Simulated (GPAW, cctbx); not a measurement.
## By hand: from a DFT structure factor to an extinction distance in Be2Cu3P

Be2Cu3P, R-3m (no. 166), a = 4.8345 Å, b = 4.8345 Å, c = 10.6928 Å, α = 90.00°, β = 90.00°, γ = 120.00°.

| atom | mult. | x | y | z |
| --- | --- | --- | --- | --- |
| Cu1 | 9 | 2/3 | 5/6 | 5/6 |
| P1 | 3 | 0 | 0 | 0 |
| Be1 | 6 | 1/3 | 2/3 | 0.2894 |

The start was made by putting kin elements into a known structure type; the compound need not exist, or be stable, in this form.

A DFT run (GPAW, PBE, 450 eV, 6×6×6 k-points, Fermi–Dirac width 0.1 eV) gives the static X-ray structure factor of 110 as 25.914 e for the conventional cell; superposed free atoms give 26.646 e. **Problem.** Find the Fourier component V of the crystal potential and the two-beam extinction distance at 200 kV in both cases.

### 1. Geometry

The cell volume is Ω = 216.43 Å³ and d(110) = 2.4172 Å, so g = 1/d = 0.4137 Å⁻¹.

### 2. The nuclei

Electrons feel nuclei as well as electrons, so the nuclear charges are summed with the same phases.

Phase sums Σ exp(2πi h·x), turned so that the total is real and positive: Cu +3.000, P -3.000, Be -6.000. Then F_Z = 29 × (+3.000) + 15 × (-3.000) + 4 × (-6.000) = 18.00 e. The electron term has the same sign for this reflection.

### 3. Mott–Bethe

Poisson's equation, term by term, gives V = (e/4πε₀)(F_Z − F)/(πΩg²), with e/4πε₀ = 14.3996 V Å.

The prefactor is 14.3996 × 2.4172²/(π × 216.43) = 0.12374 V per electron. Free atoms: (18.00 − 26.646) × 0.12374 = -1.070 V. Crystal: (18.00 − 25.914) × 0.12374 = -0.979 V. F changes by -2.75 % and V by -8.5 %: the same 0.73 e is measured against F_Z − F = -8.6 e in place of F = 26.6 e.

### 4. Extinction distance

In the two-beam case ξ = 1/(λU) with U = 2γm₀eV/h², that is ξ = 150.41 V Å²/(γλV).

At 200 kV, λ = 0.02508 Å and γ = 1.3914. Free atoms: ξ = 4029 Å. Crystal: ξ = 4402 Å. The thickness fringes go as sin²(πt/ξ), so the two patterns slip by a quarter of a period when t|1/ξ₁ − 1/ξ₀| = 1/4, at t ≈ 1190 nm, thicker than usual samples. Thermal motion, absorption and many-beam coupling, left out here, change a real pattern.

### 5. Answer

V(110) is -0.98 V against -1.07 V, and ξ is 4402 against 4029 Å. Limits: static atoms, two beams.
